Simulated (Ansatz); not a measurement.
# Ba on W(100): change of the work function, part 4 of 4

How does Ba on the hollow site change the work function of W(100) as the layer fills?

Ansatz 0.2.0; plane-wave DFT, PBE, Ansatz PAW.

So far, work function, upper face (eV): step 2 (the clean slab) 4.14; step 3 (46 atoms, coverage 0.111 ML, cell 3x3) 2.81; step 4 (21 atoms, coverage 0.25 ML, cell 2x2) 1.91.

## Step 5: Adsorbate added, k-mesh 6×6×1, coverage 0.5 ML

System of this step: BaW10 (Ba/W(100)). The cell holds 22 atoms: 20 W and 2 Ba. Cell: a = 6.320 Å, b = 6.320 Å, c = 27.410 Å, α = 90.0°, β = 90.0°, γ = 90.0°. Vacuum lies along c.

Another coverage, to see how the dipoles act on each other as their distance changes.

File input.yaml:

```yaml
crystal:
  lattice:
    - [6.32, 0.0, 0.0]
    - [0.0, 6.32, 0.0]
    - [0.0, 0.0, 27.4100000178]
  atoms:
    - { symbol: W, position: [0.0, 0.0, 0.3283473183] }
    - { symbol: W, position: [0.25, 0.25, 0.3859905141] }
    - { symbol: W, position: [0.0, 0.0, 0.4436033768] }
    - { symbol: W, position: [0.25, 0.25, 0.5036040102] }
    - { symbol: W, position: [0.0, 0.0, 0.5557900879] }
    - { symbol: W, position: [0.0, 0.5, 0.3283473183] }
    - { symbol: W, position: [0.25, 0.75, 0.3859905141] }
    - { symbol: W, position: [0.0, 0.5, 0.4436033768] }
    - { symbol: W, position: [0.25, 0.75, 0.5036040102] }
    - { symbol: W, position: [0.0, 0.5, 0.5557900879] }
    - { symbol: W, position: [0.5, 0.0, 0.3283473183] }
    - { symbol: W, position: [0.75, 0.25, 0.3859905141] }
    - { symbol: W, position: [0.5, 0.0, 0.4436033768] }
    - { symbol: W, position: [0.75, 0.25, 0.5036040102] }
    - { symbol: W, position: [0.5, 0.0, 0.5557900879] }
    - { symbol: W, position: [0.5, 0.5, 0.3283473183] }
    - { symbol: W, position: [0.75, 0.75, 0.3859905141] }
    - { symbol: W, position: [0.5, 0.5, 0.4436033768] }
    - { symbol: W, position: [0.75, 0.75, 0.5036040102] }
    - { symbol: W, position: [0.5, 0.5, 0.5557900879] }
    - { symbol: Ba, position: [0.25, 0.25, 0.6716526817] }
    - { symbol: Ba, position: [0.75, 0.75, 0.6716526817] }
kpoints:
  mp_grid: { grid: [6, 6, 1] }
hamiltonian:
  xc: pbe
scf:
  occupations: { method: fermi_dirac, width: 0.1 }
  convergence: { dr2_threshold: 1.0e-08 }
efield:
  axis: 3
  dipole_correction: true
  ramp_position: 0.97
  ramp_width: 0.06
relax:
  f_tol: 0.02
  max_steps: 60
  constraints: [{ sites: [0, 1, 5, 6, 10, 11, 15, 16] }]
output:
  dos: { projected: true, e_range: [-8, 4] }
  write_potential: true
  write_density: true
  volumetric_format: npy
  elf: true
```

On the command line:

```
ansatz run input.yaml --threads 4 --pin off --max-ram 16384MiB --backend cpu --events-out ev --progress --plain --runs-dir out
```

Numbers of over 12 decimals in the logs are rounded to 6 here.

What it wrote:

```text
[...]
Crystal: 22 atoms, lattice volume = 1094.821 Å³
Basis set: ecut = 420 eV, 21439 PW (Γ), exchange–correlation on 90×90×384 points (8 copies of the dense FFT grid, shifted against one another)
Bands: 180, of which v1, the nominal top of the filled ones, is band 150 counted from 1 (149 counted from 0)
Symmetry: 16 space group operations
[...]
- { symbol: W, position: [0, 0.500000, 0.443759] }
[...]
- { symbol: W, position: [0.750000, 0.750000, 0.385991] }
    - { symbol: W, position: [0.500000, 0.500000, 0.443759] }
    - { symbol: W, position: [0.750000, 0.750000, 0.503710] }
    - { symbol: W, position: [0.500000, 0.500000, 0.556871] }
    - { symbol: Ba, position: [0.250000, 0.250000, 0.648318] }
    - { symbol: Ba, position: [0.750000, 0.750000, 0.648318] }
[key lines of the parts left out:]
SCF converged after 8 iterations
Free energy (F): -219577.660666 eV
Fermi energy:    5.309760 eV
Dipole field:    D = 0.077176 V/Å  (p = 0.466942 e·Å, saw-weighted, corrected)
Work function:   Φ+ = 2.1183 eV   Φ− = 4.2337 eV
```

It took 8.7 min on 4 threads of Arm Neoverse V1, shared host; peak memory 4.7 GiB.

Step by step:

```
step  energy less that of the first step (eV)  largest force component (eV/Å)
   1                                   0.0000                          0.8497
   2                                  -0.3620                          0.7837
   3                                  -0.6739                          0.5182
   4                                  -0.8124                          0.1338
   5                                  -0.8271                          0.0335
   6                                  -0.8277                          0.0100
```

The run keeps the 16 symmetry operations that it works with, so distortions that break them were not tested.

The atoms that moved most (Å):

```
atom     dx     dy      dz  length
Ba21  0.000  0.000  -0.640   0.640
Ba22  0.000  0.000  -0.640   0.640
  W5  0.000  0.000   0.030   0.030
 W10  0.000  0.000   0.030   0.030
 W15  0.000  0.000   0.030   0.030
 W20  0.000  0.000   0.030   0.030
  W9  0.000  0.000  -0.021   0.021
 W14  0.000  0.000  -0.021   0.021
```

Final coordinates:

```xyz
22
Lattice="6.3200 0.0000 0.0000 0.0000 6.3200 0.0000 0.0000 0.0000 27.4100" Properties=species:S:1:pos:R:3
W     0.0000    0.0000    9.0000
W     1.5800    1.5800   10.5800
W     0.0000    0.0000   12.1634
W     1.5800    1.5800   13.8067
W     0.0000    0.0000   15.2638
W     0.0000    3.1600    9.0000
W     1.5800    4.7400   10.5800
W     0.0000    3.1600   12.1634
W     1.5800    4.7400   13.7831
W     0.0000    3.1600   15.2638
W     3.1600    0.0000    9.0000
W     4.7400    1.5800   10.5800
W     3.1600    0.0000   12.1634
W     4.7400    1.5800   13.7831
W     3.1600    0.0000   15.2638
W     3.1600    3.1600    9.0000
W     4.7400    4.7400   10.5800
W     3.1600    3.1600   12.1634
W     4.7400    4.7400   13.8067
W     3.1600    3.1600   15.2638
Ba    1.5800    1.5800   17.7704
Ba    4.7400    4.7400   17.7704
```

The relaxation took 6 steps and lowered the energy by 0.83 eV; the largest force on the free atoms ends at 0.0100 eV/Å.

The covered face has 2.12 eV, -2.02 eV against the clean one; the bare back face has moved by -0.02 eV, a measure of how thin the slab is.

## Step 6: Work function against coverage

This step: plane-wave DFT, PBE, Ansatz PAW; work function against coverage (Ansatz 0.2.0).

The runs are now put side by side.

Numbers from this step:

| Quantity | Value |
| --- | --- |
| work function of the clean face | 4.140 eV |
| largest change of the work function | -2.234 eV |

Table of work function of the covered face by coverage:

```csv
coverage (adsorbates/nm²),work function of the covered face (eV)
0.00,4.14
1.11,2.81
2.50,1.91
5.01,2.12
```

The dipole per adsorbate comes from the change of the cell's dipole. Coverage, by row:

| coverage (1/nm²) | coverage (ML) | work function (eV) | change (eV) | dipole per adsorbate, positive end outwards (debye) | mean height of the added atoms over the highest substrate atom (Å) |
| --- | --- | --- | --- | --- | --- |
| 1.113 | 0.1111 | 2.807 | -1.334 | 3.144 | 2.343 |
| 2.504 | 0.25 | 1.906 | -2.234 | 2.351 | 2.474 |
| 5.007 | 0.5 | 2.118 | -2.022 | 1.063 | 2.507 |

## Step 7: Summary of results

| Item | Value |
| --- | --- |
| work function of the clean face | 4.14 eV |
| work function at 0.11 ML | 2.81 eV |
| work function at 0.25 ML | 1.91 eV |
| work function at 0.5 ML | 2.12 eV |
| dipole per adsorbate at 0.11 ML, positive end outwards | 3.14 D |

**Reading.** Ba lowers the work function of W(100) at the lowest coverage, by 1.33 eV: the adsorbate layer has its positive end outwards. The dipole per adsorbate falls from 3.14 to 1.06 D as the layer fills. Neighbouring dipoles depolarise each other, and heights and bonding change with coverage too. The work function passes a minimum near 0.25 ML among the coverages run and rises again. The slab has 5 layers, at the tabulated experimental lattice constant, one starting site was run, and quantum-size effects of a slab this thin can reach one or two tenths of an eV.

[Logs are printed without paths, hosts, clocks, repeated set-up lines and the standing remarks that a program may print on its own settings, such as how far it seeks lower states.]

[Hosts, paths, dates, database ids (printed as entryN), source tags and the programs' standing remarks are cut or masked in the printed files.]

[Maps of the electrostatic potential energy from Ansatz leave out the sawtooth potential of an applied field or a dipole correction, so their vacuum need not be flat; planar profiles and work functions include it.]
